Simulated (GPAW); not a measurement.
## A GW chain in GPAW: BiOBr (P4/nmm)

Wanted: ground state, empty states, screening and self-energy for BiOBr (P4/nmm).

Program: GPAW 26.7.0. Level of theory: LDA and many-body steps on it, plane waves. Results are calculated unless marked as measured.

The database entry behind the starting cell differs from later determinations by our own check (0.1 to 0.3 % short, probably kX units), so it need not match the best structure at ambient conditions.

## (1) Set-up

The structure is tetragonal, space group P4/nmm (No. 129). The conventional cell has a = 3.916 Å, b = 3.916 Å, c = 8.077 Å, α = 90.00°, β = 90.00°, γ = 90.00°. Nearest to Bi lie 4 O at 2.32 Å and 4 Br at 3.18 Å. Nearest to Br lie 4 Bi at 3.18 Å. Nearest to O lie 4 Bi at 2.32 Å. Farther neighbours and most contacts between anions are not listed.

The cell and positions come from the Crystallography Open Database and are kept as given unless a step says otherwise. Spin-orbit coupling is left out unless a step names it.

## (2) Ground state

This step: GPAW 26.7.0; DFT, LDA, plane waves, PAW.

The ground-state density comes first.

The input, run.py:

```python
import json
import numpy as np
from gpaw.mpi import world
from ase import Atoms
from gpaw import GPAW, PW, FermiDirac

atoms = Atoms(['Bi', 'Bi', 'Br', 'Br', 'O', 'O'],
    cell=[[3.9160000000, 0.0000000000, 0.0000000000],
      [0.0000000000, 3.9160000000, 0.0000000000],
      [0.0000000000, 0.0000000000, 8.0770000000]],
    scaled_positions=[[0.0000000000, 0.5000000000, 0.1540000000],
      [0.5000000000, 0.0000000000, 0.8460000000],
      [0.0000000000, 0.5000000000, 0.6530000000],
      [0.5000000000, 0.0000000000, 0.3470000000],
      [0.0000000000, 0.0000000000, 0.0000000000],
      [0.5000000000, 0.5000000000, 0.0000000000]],
    pbc=(True, True, True))
calc = GPAW(mode=PW(600),
    xc='LDA',
    kpts={'size': (6, 6, 4), 'gamma': True},
    occupations=FermiDirac(0.001),
    nbands=-9,
    convergence={'density': 1e-6, 'bands': -3},
    maxiter=100,
    txt='gs.txt')
atoms.calc = calc
res = {'energy': atoms.get_potential_energy()}
kpts = calc.get_ibz_k_points()
res['kpts'] = kpts
res['eigenvalues'] = [calc.get_eigenvalues(kpt=k) for k in range(len(kpts))]
res['n_electrons'] = calc.get_number_of_electrons()
calc.write('gs.gpw')

if world.rank == 0:
    with open('result.json', 'w') as f:
        json.dump(res, f, default=lambda x: x.tolist())
```

Started as:

```
$ mpirun -n 8 gpaw python run.py
```

Numbers of over 12 decimals in the logs are rounded to 6 here.

The program printed:

```text
__  _  _
 | _ |_)|_||  |
 |__||  | ||/\| - 26.7.0

Input parameters:
  mode=PW(ecut=600.0),
  convergence={'density': 1e-06, 'bands': -3},
  kpts=MonkhorstPack(size=(6, 6, 4), gamma=True),
  maxiter=100,
  nbands=-9,
  occupations=Occupations(name='fermi-dirac', width=0.001, fixmagmom=False),
  xc=XC(name='LDA')
  [... matrices ...]
Diagonalizing LCAO Hamiltonian
Converting LCAO to pw mode
   .---------.
  /|         |
 * |         |
 | |         |
 |Br  Bi     |
 | |         |
 | |         |
 | |         |
 | |         |
 |Bi  Br     |
 | .---------.
 |/    O    /
 O---------*

Atoms  # Å, Bohr magnetons
|   | symbol |        x |        y |        z |    initial magnetic moments |
| 0 |     Bi | 0.000000 | 1.958000 | 1.243858 | ( 0.0000,  0.0000,  0.0000) |
| 1 |     Bi | 1.958000 | 0.000000 | 6.833142 | ( 0.0000,  0.0000,  0.0000) |
| 2 |     Br | 0.000000 | 1.958000 | 5.274281 | ( 0.0000,  0.0000,  0.0000) |
| 3 |     Br | 1.958000 | 0.000000 | 2.802719 | ( 0.0000,  0.0000,  0.0000) |
| 4 |      O | 0.000000 | 0.000000 | 0.000000 | ( 0.0000,  0.0000,  0.0000) |
| 5 |      O | 1.958000 | 1.958000 | 0.000000 | ( 0.0000,  0.0000,  0.0000) |

Unit cell  # Å
| periodic |        x |        y |        z |  lengths |    angles |
|      yes | 3.916000 | 0.000000 | 0.000000 | 3.916000 | 90.000000 |
|      yes | 0.000000 | 3.916000 | 0.000000 | 3.916000 | 90.000000 |
|      yes | 0.000000 | 0.000000 | 8.077000 | 8.077000 | 90.000000 |

Number of symmetries: 8
Symmetry operations  # r_c * U_cc + t_c -> r_c
|   | kind |            matrix            |
| 0 |  E   |  1, 0, 0,  0, 1, 0,  0, 0, 1 |
| 1 |  σ   |  1, 0, 0,  0,-1, 0,  0, 0, 1 |
| 2 |  C2  |  0, 1, 0,  1, 0, 0,  0, 0,-1 |
| 3 |  S4  |  0, 1, 0, -1, 0, 0,  0, 0,-1 |
| 4 |  S4  |  0,-1, 0,  1, 0, 0,  0, 0,-1 |
| 5 |  C2  |  0,-1, 0, -1, 0, 0,  0, 0,-1 |
| 6 |  σ   | -1, 0, 0,  0, 1, 0,  0, 0, 1 |
| 7 |  C2  | -1, 0, 0,  0,-1, 0,  0, 0, 1 |

BZ-sampling:
  Number of BZ points: 144
  Number of IBZ points: 30

  Monkhorst-Pack size: [6, 6, 4]
  Monkhorst-Pack shift: [0.083333, 0.083333, 0.125]

K-points  # in reciprocal-cell coordinates
|     |                                coordinates |     weight |
|   0 | (  0.00000000,   0.00000000,   0.00000000) | 0.00694444 |
|   1 | (  0.00000000,   0.00000000,   0.25000000) | 0.01388889 |
|   2 | (  0.00000000,   0.00000000,   0.50000000) | 0.00694444 |
|   3 | (  0.16666667,   0.00000000,   0.00000000) | 0.02777778 |
|   4 | (  0.16666667,   0.00000000,   0.25000000) | 0.05555556 |
|   5 | (  0.16666667,   0.00000000,   0.50000000) | 0.02777778 |
|   6 | (  0.16666667,   0.16666667,   0.00000000) | 0.02777778 |
|   7 | (  0.16666667,   0.16666667,   0.25000000) | 0.05555556 |
|   8 | (  0.16666667,   0.16666667,   0.50000000) | 0.02777778 |
|   9 | (  0.33333333,   0.00000000,   0.00000000) | 0.02777778 |
| ... |                                            |            |
|  29 | (  0.50000000,   0.50000000,   0.50000000) | 0.00694444 |

Plane wave coefficients: 4152
Cutoff: 600.0 eV

Spin-components: 1 (collinear spins)
Bands:           37
Projectors:      32
Spin-degeneracy: 2
Datatype:        complex128

  Storage: CPU
  Wave functions: 73_046_880 bytes (9_130_860 per core)
  Projectors: 61_201_440 bytes (7_650_180 per core)
  [... matrices ...]
Parallelization:
  kpt:    8
  domain: 1
  band:   1

Density:
  Valence electrons: 56.0
  Components: 1
  Grid points: [24 24 48]
  Charge: 0.0  # |e|

Potential:
  Grid points: [24 24 48]

species:
  Bi:
    name:    Bismuth
    Z:       83.0
    valence: 15
    core:    68
    charge:  0.0  # [|e|]
    compensation charges:
      type: gauss
      rc: 0.38  # [Å]
      lmax: 2
    cutoffs:
      filter: 2.23  # [Å]
      core: 2.33  # [Å]
    projectors
    | kind |    occ | energy [eV] | rcut [Å] |
    |   6s |  2.000 |     -14.665 |    1.286 |
    |   6p |  3.000 |      -4.777 |    1.275 |
    |   5d | 10.000 |     -27.225 |    1.349 |
    |    s |        |      12.546 |    1.286 |
    |    p |        |      22.434 |    1.275 |
    |    d |        |      -0.013 |    1.349 |

    Using partial waves for Bi as LCAO basis

  Br:
    name:    Bromine
    Z:       35.0
    valence: 7
    core:    28
    charge:  0.0  # [|e|]
    compensation charges:
      type: gauss
      rc: 0.35  # [Å]
      lmax: 2
    cutoffs:
      filter: 1.98  # [Å]
      core: 2.38  # [Å]
    projectors
    | kind |    occ | energy [eV] | rcut [Å] |
    |   4s |  2.000 |     -20.306 |    1.111 |
    |   4p |  5.000 |      -8.003 |    1.111 |
    |    s |        |       6.906 |    1.111 |
    |    p |        |      19.208 |    1.111 |
    |    d |        |       0.000 |    1.111 |

    Using partial waves for Br as LCAO basis

  O:
    name:    Oxygen
    Z:       8.0
    valence: 6
    core:    2
    charge:  0.0  # [|e|]
    compensation charges:
      type: gauss
      rc: 0.21  # [Å]
      lmax: 2
    cutoffs:
      filter: 1.17  # [Å]
      core: 0.83  # [Å]
    projectors
    | kind |    occ | energy [eV] | rcut [Å] |
    |   2s |  2.000 |     -23.752 |    0.688 |
    |   2p |  4.000 |      -9.195 |    0.598 |
    |    s |        |       3.459 |    0.688 |
    |    p |        |      18.016 |    0.598 |
    |    d |        |       0.000 |    0.619 |

    Using partial waves for O as LCAO basis

Reference energy: -1314757.600263  # eV

eigensolver:
  PPCG
  Converge bands: -3
  niter=2

density mixing:
  MSR1-Mixer
  Pratt-step length: 0.05
  Maximum mixing coefficient: 0.75
  Old densities: 10
  SVD Regularization: 0.005
  Good broyden scale: 1.0
  Trust region scale: 1.0
  Backstep threshold: 4.0
  History deletion threshold: 6.0
  Fourier metric: weight=20.0, sigma=0.015

occupation numbers:
  Fermi-Dirac:
    width: 0.0010  # eV

poisson solver:
  ecut: 4800.0  # eV

xc functional:
  name: None

Initialization done in: 1.300 s

convergence criteria:
- Maximum integral of absolute [dens]ity change: 1e-06 electrons / valence electron
- Maximum [total energy] change in last 3 cyles: 0.0005 eV / valence electron
- Maximum integral of absolute [eigenst]ate change: 4e-08 eV^2 / valence electron
maximum number of iterations: 100

SCF iterations
|iter     |     time |      energy | eigst |  dens |
|iter:   1|  |  -37.795572 | +0.25 |       |
|iter:   2|  |  -36.598873 | -1.20 | -1.03 |
|iter:   3|  |  -33.962497 | -1.01 | -1.09 |
|iter:   4|  |  -33.927230 | -1.91 | -1.58 |
|iter:   5|  |  -33.889989 | -2.28 | -1.78 |
|iter:   6|  |  -33.879898 | -3.06 | -2.03 |
|iter:   7|  |  -33.880076c| -4.54 | -3.01 |
|iter:   8|  |  -33.880126c| -5.35 | -3.49 |
|iter:   9|  |  -33.880130c| -6.30 | -4.36 |
|iter:  10|  |  -33.880130c| -7.11 | -4.48 |
|iter:  11|  |  -33.880130c| -7.56c| -4.74 |
|iter:  12|  |  -33.880130c| -8.25c| -5.60 |
|iter:  13|  |  -33.880130c| -8.77c| -6.09c|

Converged in 13 steps
SCF loop duration: 11.778 s (0.906 s/step)
Energy contributions relative to reference atoms: (reference = -1314757.600263)
  [... matrices ...]
Energy contributions:
  Kinetic:          62.480753
  Coulomb:         -58.802653
  Zero:             -2.939560
  External:          0.000000
  Xc:              -34.618670
  Entropy:          -0.000000
  Spinorbit:         0.000000
  ----------------------------
  Free energy:     -33.880130
  Extrapolated:    -33.880130

dipole moment: (-41.825844, -41.825844, -45.326605)  # |e|*Ang

Fermi level: 5.451
Eigenvalues  # (at kpt = [0.000, 0.000, 0.000])
| band index |      eig [eV] | occ [0-2] |
|          0 |       -17.835 |     2.000 |
|        ... |               |           |
|         20 |         2.545 |     2.000 |
|         21 |         2.694 |     2.000 |
|         22 |         3.257 |     2.000 |
|         23 |         3.383 |     2.000 |
|         24 |         3.383 |     2.000 |
|         25 |         3.649 |     2.000 |
|         26 |         3.649 |     2.000 |
|         27 |         3.728 |     2.000 |
|         28 |         6.666 |     0.000 |
[...]
|         32 |        10.933 |     0.000 |
|         33 |        10.933 |     0.000 |
|         34 |        11.189 |     0.000 |
|         35 |        12.391 |     0.000 |
|         36 |        12.655 |     0.000 |

Gap: 2.075 eV
Transition (v -> c):
  (s=0, k=11, n=27, [0.33, 0.00, 0.50]) -> (s=0, k=2, n=28, [0.00, 0.00, 0.50])
Direct/indirect transitions are different
Direct gap: 2.192 eV
Transition at: (s=0, k=2, n=27, [0.00, 0.00, 0.50])
# Writing to gs.gpw (mode='')
  [... matrices ...]
```

The job ended after 15 s (8 MPI ranks of Arm Neoverse V2, shared host; peak memory 1.7 GiB).

This step gave:

- total energy: -33.88 eV
- gap: 2.075 eV
- k of the valence top: 0.3333, 0, 0.5
- k of the conduction bottom: 0, 0, 0.5
- least direct gap: 2.192 eV

The gap is indirect, with the least direct gap 0.12 eV higher.

## (3) Bands along the symmetry lines

The cheap functional maps the bands first; the places of the edges decide which points the dearer methods must see.

The input, run.py:

```python
import json
import numpy as np
from gpaw.mpi import world
from gpaw import GPAW

path = [[0.000000, 0.000000, 0.000000],
    [0.000000, 0.062500, 0.000000],
    [0.000000, 0.125000, 0.000000],
    [0.000000, 0.187500, 0.000000],
    [0.000000, 0.250000, 0.000000],
    [0.000000, 0.312500, 0.000000],
    [0.000000, 0.375000, 0.000000],
    [0.000000, 0.437500, 0.000000],
    [0.000000, 0.500000, 0.000000],
    [0.062500, 0.500000, 0.000000],
    [0.125000, 0.500000, 0.000000],
    [0.187500, 0.500000, 0.000000],
    [0.250000, 0.500000, 0.000000],
    [0.312500, 0.500000, 0.000000],
    [0.375000, 0.500000, 0.000000],
    [0.437500, 0.500000, 0.000000],
    [0.500000, 0.500000, 0.000000],
    [0.437500, 0.437500, 0.000000],
    [0.375000, 0.375000, 0.000000],
    [0.312500, 0.312500, 0.000000],
    [0.250000, 0.250000, 0.000000],
    [0.187500, 0.187500, 0.000000],
    [0.125000, 0.125000, 0.000000],
    [0.062500, 0.062500, 0.000000],
    [0.000000, 0.000000, 0.000000],
    [0.000000, 0.000000, 0.062500],
    [0.000000, 0.000000, 0.125000],
    [0.000000, 0.000000, 0.187500],
    [0.000000, 0.000000, 0.250000],
    [0.000000, 0.000000, 0.312500],
    [0.000000, 0.000000, 0.375000],
    [0.000000, 0.000000, 0.437500],
    [0.000000, 0.000000, 0.500000],
    [0.000000, 0.062500, 0.500000],
    [0.000000, 0.125000, 0.500000],
    [0.000000, 0.187500, 0.500000],
    [0.000000, 0.250000, 0.500000],
    [0.000000, 0.312500, 0.500000],
    [0.000000, 0.375000, 0.500000],
    [0.000000, 0.437500, 0.500000],
    [0.000000, 0.500000, 0.500000],
    [0.062500, 0.500000, 0.500000],
    [0.125000, 0.500000, 0.500000],
    [0.187500, 0.500000, 0.500000],
    [0.250000, 0.500000, 0.500000],
    [0.312500, 0.500000, 0.500000],
    [0.375000, 0.500000, 0.500000],
    [0.437500, 0.500000, 0.500000],
    [0.500000, 0.500000, 0.500000],
    [0.437500, 0.437500, 0.500000],
    [0.375000, 0.375000, 0.500000],
    [0.312500, 0.312500, 0.500000],
    [0.250000, 0.250000, 0.500000],
    [0.187500, 0.187500, 0.500000],
    [0.125000, 0.125000, 0.500000],
    [0.062500, 0.062500, 0.500000],
    [0.000000, 0.000000, 0.500000],
    [0.000000, 0.500000, 0.000000],
    [0.000000, 0.500000, 0.062500],
    [0.000000, 0.500000, 0.125000],
    [0.000000, 0.500000, 0.187500],
    [0.000000, 0.500000, 0.250000],
    [0.000000, 0.500000, 0.312500],
    [0.000000, 0.500000, 0.375000],
    [0.000000, 0.500000, 0.437500],
    [0.000000, 0.500000, 0.500000],
    [0.500000, 0.500000, 0.000000],
    [0.500000, 0.500000, 0.062500],
    [0.500000, 0.500000, 0.125000],
    [0.500000, 0.500000, 0.187500],
    [0.500000, 0.500000, 0.250000],
    [0.500000, 0.500000, 0.312500],
    [0.500000, 0.500000, 0.375000],
    [0.500000, 0.500000, 0.437500],
    [0.500000, 0.500000, 0.500000]]
calc = GPAW('gs.gpw').fixed_density(kpts=path,
    symmetry='off',
    nbands=38,
    convergence={'bands': 34},
    txt='bands.txt')
res = {}
kpts = calc.get_ibz_k_points()
res['kpts'] = kpts
res['eigenvalues'] = [calc.get_eigenvalues(kpt=k) for k in range(len(kpts))]
res['n_electrons'] = calc.get_number_of_electrons()

if world.rank == 0:
    with open('result.json', 'w') as f:
        json.dump(res, f, default=lambda x: x.tolist())
```

Started as:

```
$ mpirun -n 8 gpaw python run.py
```

The program printed:

```text
Diagonalizing LCAO Hamiltonian
Converting LCAO to pw mode
convergence criteria:
- Maximum integral of absolute [eigenst]ate change: 4e-08 eV^2 / valence electron
maximum number of iterations: 100

SCF iterations
|iter     |     time |      energy | eigst |  dens |
|iter:   1|  |             | +0.46 |       |
|iter:   2|  |             | -1.08 |       |
|iter:   3|  |             | -2.21 |       |
|iter:   4|  |             | -3.48 |       |
|iter:   5|  |             | -4.78 |       |
|iter:   6|  |             | -5.91 |       |
|iter:   7|  |             | -7.02 |       |
|iter:   8|  |             | -7.73c|       |
SCF steps: 8
  __  _  _
 | _ |_)|_||  |
 |__||  | ||/\| - 26.7.0

Input parameters:
  mode=PW(ecut=600.0),
  convergence={'bands': 34},
  gpts=array([24, 24, 48]),
  kpts=KPoints(kpts=array([[0.    , 0.    , 0.    ],
         [0.    , 0.0625, 0.    ],
         [0.    , 0.125 , 0.    ],
         [0.    , 0.1875, 0.    ],
         [0.    , 0.25  , 0.    ],
         [0.    , 0.3125, 0.    ],
         [0.    , 0.375 , 0.    ],
[...]
[0.0625, 0.5   , 0.    ],
[...]
[0.1875, 0.5   , 0.    ],
[...]
[0.3125, 0.5   , 0.    ],
[...]
[0.4375, 0.4375, 0.    ],
[...]
[0.3125, 0.3125, 0.    ],
[...]
[0.1875, 0.1875, 0.    ],
[...]
[0.    , 0.    , 0.0625],
[...]
[0.    , 0.    , 0.1875],
[...]
[0.    , 0.    , 0.3125],
[...]
[0.    , 0.3125, 0.5   ],
[...]
[0.    , 0.4375, 0.5   ],
[...]
[0.3125, 0.5   , 0.5   ],
[...]
[0.4375, 0.5   , 0.5   ],
[...]
[0.1875, 0.1875, 0.5   ],
[...]
[0.0625, 0.0625, 0.5   ],
[...]
[0.5   , 0.5   , 0.25  ],
         [0.5   , 0.5   , 0.3125],
         [0.5   , 0.5   , 0.375 ],
         [0.5   , 0.5   , 0.4375],
         [0.5   , 0.5   , 0.5   ]])),
  maxiter=100,
  nbands=38,
  occupations=Occupations(name='fermi-dirac', width=0.001, fixmagmom=False),
  parallel={},
  symmetry=Symmetry(point_group=False, time_reversal=False),
  xc=XC(name='LDA')
```

Run time: 21 s. Hardware: 8 MPI ranks; peak memory 2 GiB; 2.7 min of CPU time.

Numbers from this step:

```
gap                        : 2.017 eV
k of the valence top       : 0, 0.375, 0.5
k of the conduction bottom : 0, 0, 0.4375
least direct gap           : 2.192 eV
```

The gap is 2.017 eV, −0.058 eV from the run before at this level.

The electronic bands at the labelled points (eV, zero at the top of the highest filled band):

| point | band 25 | band 26 | band 27 | band 28 | band 29 | band 30 | band 31 | band 32 |
| --- | --- | --- | --- | --- | --- | --- | --- | --- |
| Γ | -1.07 | -0.81 | -0.81 | -0.73 | 2.21 | 3.12 | 4.79 | 4.79 |
| halfway | -0.65 | -0.57 | -0.36 | -0.16 | 3.76 | 4.02 | 4.09 | 4.56 |
| X | -0.56 | -0.56 | -0.15 | -0.15 | 4.20 | 4.20 | 4.74 | 4.74 |
| halfway | -0.99 | -0.99 | -0.98 | -0.98 | 3.89 | 3.89 | 4.81 | 4.81 |
| M | -1.11 | -1.11 | -0.81 | -0.81 | 3.21 | 3.21 | 4.97 | 4.97 |
| halfway | -0.90 | -0.51 | -0.39 | -0.38 | 3.33 | 4.35 | 4.72 | 4.75 |
| Γ | -1.07 | -0.81 | -0.81 | -0.73 | 2.21 | 3.12 | 4.79 | 4.79 |
| halfway | -1.10 | -0.62 | -0.62 | -0.45 | 2.08 | 2.75 | 4.70 | 4.70 |
| Z | -1.00 | -0.49 | -0.49 | -0.17 | 2.02 | 2.30 | 4.62 | 4.62 |
| halfway | -0.95 | -0.53 | -0.44 | -0.25 | 3.56 | 3.81 | 4.64 | 4.68 |
| R | -0.57 | -0.57 | -0.12 | -0.12 | 4.02 | 4.02 | 4.78 | 4.78 |
| halfway | -1.11 | -1.11 | -0.52 | -0.52 | 3.51 | 3.51 | 5.25 | 5.25 |
| A | -1.16 | -1.16 | -1.11 | -1.11 | 3.91 | 3.91 | 5.19 | 5.19 |
| halfway | -1.19 | -1.05 | -0.36 | -0.30 | 2.98 | 4.20 | 4.93 | 5.10 |
| Z | -1.00 | -0.49 | -0.49 | -0.17 | 2.02 | 2.30 | 4.62 | 4.62 |
| jump to X | -0.56 | -0.56 | -0.15 | -0.15 | 4.20 | 4.20 | 4.74 | 4.74 |
| halfway | -0.57 | -0.57 | -0.14 | -0.14 | 4.11 | 4.11 | 4.76 | 4.76 |
| R | -0.57 | -0.57 | -0.12 | -0.12 | 4.02 | 4.02 | 4.78 | 4.78 |
| jump to M | -1.11 | -1.11 | -0.81 | -0.81 | 3.21 | 3.21 | 4.97 | 4.97 |
| halfway | -1.11 | -1.11 | -0.98 | -0.98 | 3.53 | 3.53 | 5.08 | 5.08 |
| A | -1.16 | -1.16 | -1.11 | -1.11 | 3.91 | 3.91 | 5.19 | 5.19 |

## (4) Empty states on the mesh, 4×4×2 mesh, 291 bands

The sums over transitions need many empty states on a uniform mesh; this step solves for them.

The input, run.py:

```python
import json
import numpy as np
from gpaw.mpi import world
from gpaw import GPAW

calc = GPAW('gs.gpw').fixed_density(kpts={'size': (4, 4, 2), 'gamma': True},
    nbands=339,
    convergence={'bands': 291},
    txt='nscf.txt')
calc.write('full.gpw', mode='all')
res = {}
kpts = calc.get_ibz_k_points()
res['kpts'] = kpts
res['eigenvalues'] = [calc.get_eigenvalues(kpt=k) for k in range(len(kpts))]
res['n_electrons'] = calc.get_number_of_electrons()

if world.rank == 0:
    with open('result.json', 'w') as f:
        json.dump(res, f, default=lambda x: x.tolist())
```

Started as:

```
$ mpirun -n 8 gpaw python run.py
```

The program printed:

```text
Diagonalizing LCAO Hamiltonian
Converting LCAO to pw mode
convergence criteria:
- Maximum integral of absolute [eigenst]ate change: 4e-08 eV^2 / valence electron
maximum number of iterations: 100

SCF iterations
|iter     |     time |      energy | eigst |  dens |
|iter:   1|  |             | +4.37 |       |
|iter:   2|  |             | +3.21 |       |
|iter:   3|  |             | +2.23 |       |
[...]
|iter:  15|  |             | -6.91 |       |
|iter:  16|  |             | -7.31 |       |
|iter:  17|  |             | -7.54c|       |
SCF steps: 17
  __  _  _
 | _ |_)|_||  |
 |__||  | ||/\| - 26.7.0

Input parameters:
  mode=PW(ecut=600.0),
  convergence={'bands': 291},
  gpts=array([24, 24, 48]),
  kpts=MonkhorstPack(size=(4, 4, 2), gamma=True),
  maxiter=100,
  nbands=339,
  occupations=Occupations(name='fermi-dirac', width=0.001, fixmagmom=False),
  parallel={},
  xc=XC(name='LDA')
# Writing to full.gpw (mode='all')
  [... matrices ...]

timing:  # [seconds]
  Total: 0.163  # ━━━━━━━━━━━━━━━━━━━━━━━━━━━━━━━━━━━━━━━━━━━━━━━━━━━━━━━━━━━
```

Elapsed: 1.7 min, on 8 MPI ranks; peak memory 2.1 GiB.

Numbers from this step:

```yaml
gap: 2.139 eV
k_of_the_valence_top: 0.5, 0, 0.5
k_of_the_conduction_bottom: 0, 0, 0.5
least_direct_gap: 2.192 eV
k_points_computed: 12
lowest_point_of_the_top_converged_band_above_the_valence_top: 87.5167 eV
```

On this mesh the gap is 2.139 eV. The earlier step found 2.075 eV, so this mesh misses an edge.

(Continued in part 2 of 2.)

[Paths, hosts, dates, memory and timing lines, banners, echoed tables and standing remarks are left out of the program output.]

[Logs are printed without paths, hosts, clocks, repeated set-up lines and the standing remarks that a program may print on its own settings, such as how far it seeks lower states.]

[Runs of the session that timed out or met a known fault of the program may be left out.]

[Hosts, paths, dates, database ids (printed as entryN), source tags and the programs' standing remarks are cut or masked in the printed files.]
